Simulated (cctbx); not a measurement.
# Symmetry from intensities

Cell: a = 5.7520 Å, b = 5.7520 Å, c = 16.9430 Å, α = 90.00°, β = 90.00°, γ = 120.00°. Expected content of the cell: Mo21 Ti5 Sc2.

The data are simulated with cctbx, not measured: Mo Kα, λ = 0.71073 Å, to d = 0.8 Å, 50 % of the full sphere, strongest reflection 70000 counts, noise from counting, a 4 % proportional error and a noise floor of 15 counts (s.d.); no absorption.

A first pass over the reflections prints:

```text
1939 reflections to d = 0.802 A
centring   violations  <I/sigma> of those
    A        449 of   949      6.8
    B        445 of   977      6.6
    C        348 of   962      4.1
    I        446 of   960      6.8
    R        594 of  1296      6.7
    F        621 of  1444      5.9
Laue class    unique    Rint  (classes that these axes allow; Friedel mates merged)
P -1             1474   0.037
P 1 1 2/m         960   0.379
P -3              663   0.038
P -3 1 m          398   0.422
P -3 m 1          436   0.040
P 6/m             356   0.423
P 6/m m m         261   0.425
space group    extra absences  I>4sigma  <I/sigma>
P 3 2 1                 0          0         -  acentric
P 3 m 1                 0          0         -  acentric
P -3 m 1                0          0         -  centric
Wilson B = 0.69 A^2   <|E^2-1|> = 1.326 (0.968 centric, 0.736 acentric)   E^2>4: 7.1 %
shell (A)         n   <I/sigma>
16.95 - 1.60     71     15.8
 1.60 - 1.27     52     12.4
 1.27 - 1.11     55     16.7
 1.11 - 1.01     50     11.0
 1.01 - 0.94     53     11.4
 0.94 - 0.88     52     16.3
 0.88 - 0.84     44     12.6
 0.84 - 0.80     59      9.9
```

**Question.** What are the lattice type, the Laue class and the likely space group?

Every centring test has many violations, so the lattice is primitive.

Rint stays low (0.037 to 0.040) up to P -3 m 1 and is 0.379 or more in the other classes.

3 settings pass the absence test. No glide or screw absences show, which leaves P 3 2 1, P 3 m 1 and P -3 m 1.

⟨|E²−1|⟩ = 1.326 is above even the centric ideal, a mark of pseudo-translation (a class of systematically weak reflections). The Wilson B of 0.69 Å² means U ≈ 0.0087 Å².

The true group is P-3m1 (no. 164), Laue class -3m, centrosymmetric. The tables only narrow the choice to the tied entries; cell content, site symmetry and trial solutions must settle it.

The model is made up (kin elements in a known structure type, no relaxation), so it says nothing on whether the phase exists.

[Logs are printed without paths, hosts, clocks, repeated set-up lines and the standing remarks that a program may print on its own settings, such as how far it seeks lower states.]
